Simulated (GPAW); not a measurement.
The O K edge of atom 3 in SiO2 (Stishovite, P4_2/mnm), with 2 Si at 1.76 Å and 1 Si at 1.81 Å (distorted trigonal planar, site symmetry m2m), was computed in 2 ways: full core hole (charged cell) and no core hole. Program and functional: GPAW, PBE, Gaussian full width 0.9 eV up to 4 eV, rising linearly to 3.5 eV at 25 eV; cells of 6 and 12 atoms (the run without a hole in the smaller).

Each run is counted from its own lowest empty level or Fermi level and scaled to a mean of 1 over its first 20 eV.

```
E (eV)  run 1  run 2
  -2.0   0.00   0.00
  -1.0   0.00   0.00
   0.0   0.02   0.01
   1.0   0.28   0.10
   2.0   1.52   0.74
   3.0   1.85   1.00
   4.0   1.21   0.72
   5.0   1.35   0.84
   6.0   1.94   1.18
   7.0   2.16   1.53
   8.0   2.40   2.22
   9.0   2.65   3.23
  10.0   1.54   3.27
  11.0   0.56   1.54
  12.0   0.25   0.63
  13.0   0.24   0.49
  14.0   0.25   0.41
  15.0   0.22   0.29
  16.0   0.19   0.25
  17.0   0.22   0.31
  18.0   0.32   0.40
  19.0   0.45   0.49
  20.0   0.57   0.57
  21.0   0.66   0.62
  22.0   0.74   0.73
  23.0   0.83   0.90
  24.0   0.85   0.96
  25.0   0.74   0.82
```

**Question.** Which run is which?

Run 1: full core hole (charged cell) (area from −2 to 6 eV 7.2, main maxima 2.6 eV (2.01), 8.7 eV (2.72) and 23.7 eV (0.86)). Run 2: no core hole (area from −2 to 6 eV 4.0, main maxima 2.6 eV (1.16), 9.6 eV (3.49) and 23.8 eV (0.96)). With each curve scaled to its own mean, the area from −2 to 6 eV with the hole is 7.2 against 4.0, and the centre of weight from −1 to 20 eV moves by -1.5 eV: the hole pulls the absorber's empty states down.

[Banner, clock and machine lines of the logs are left out without a mark of their own.]

[Logs are printed without paths, hosts, clocks, repeated set-up lines and the standing remarks that a program may print on its own settings, such as how far it seeks lower states.]

[Hosts, paths, dates, database ids (printed as entryN), source tags and the programs' standing remarks are cut or masked in the printed files.]

[Lists of maxima count a maximum above −3 eV only where it reaches 4 % of the highest in the window and stands out from its surroundings by 2 % of it (1.5 % where it reaches 55 %); shoulders and weaker maxima are passed over, and of the rest the first, up to two pre-edge ones and the few strongest are named.]
